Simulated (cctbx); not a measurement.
## Symmetry from intensities

Cell: a = 9.8370 Å, b = 15.9550 Å, c = 12.0720 Å, α = 90.00°, β = 90.00°, γ = 90.00°. Expected content of the cell: I28 Zr4 Rb4 Ca4.

Simulated single-crystal data (cctbx): Mo Kα, λ = 0.71073 Å, to d = 0.84 Å, 80 % of the full sphere, strongest reflection 40000 counts, noise from counting, a 4 % proportional error and a noise floor of 2 counts (s.d.); no absorption.

Tests on the unmerged data give:

```text
10598 reflections to d = 0.840 A
centring   violations  <I/sigma> of those
    A       2218 of  5330      6.1
    B       2218 of  5305      6.2
    C          0 of  5325     -0.0
    I       2009 of  5252      4.8
    R       2936 of  7085      6.0
    F       2218 of  7980      4.1
Laue class    unique    Rint  (classes that these axes allow; Friedel mates merged)
C 1 2/m 1        1729   0.032
C 2/m 1 1        1769   0.031
C m m m           971   0.035
space group    extra absences  I>4sigma  <I/sigma>
C 2 2 21               11          0       0.0  acentric
C 2 2 2                 0          0         -  acentric
C m m 2                 0          0         -  acentric
C m c 21               91          0      -0.0  acentric
C 2 m m                 0          0         -  acentric
C m 2 m                 0          0         -  acentric
C 2 c m                91          0      -0.0  acentric
C m c m                91          0      -0.0  centric
C m m m                 0          0         -  centric
Wilson B = 1.08 A^2   <|E^2-1|> = 1.004 (0.968 centric, 0.736 acentric)   E^2>4: 4.4 %
shell (A)         n   <I/sigma>
12.07 - 1.68    140     25.9
 1.68 - 1.33    122     27.8
 1.33 - 1.16    126     28.1
 1.16 - 1.06    117     26.8
 1.06 - 0.98    118     25.6
 0.98 - 0.92    117     23.1
 0.92 - 0.88    124     24.4
 0.88 - 0.84    107     24.0
```

**Question.** What are the lattice type, the Laue class and the likely space group?

The reflections that C centring forbids are absent (⟨I/σ⟩ near 0), so the lattice is C.

Rint stays low (0.031 to 0.035) up to C m m m, the highest class in these axes.

9 settings pass the absence test. The most absences obeyed, 91, belong to C m c 21, C 2 c m and C m c m, which absences can't tell apart.

⟨|E²−1|⟩ = 1.004 leans to a centrosymmetric structure. The Wilson B of 1.08 Å² means U ≈ 0.0137 Å².

The true group is Cmcm (no. 63), Laue class mmm, centrosymmetric. The tables only narrow the choice to the tied entries; cell content, site symmetry and trial solutions must settle it.

This is a model crystal, built by substitution and not relaxed, with assumed displacement parameters.

[Logs are printed without paths, hosts, clocks, repeated set-up lines and the standing remarks that a program may print on its own settings, such as how far it seeks lower states.]
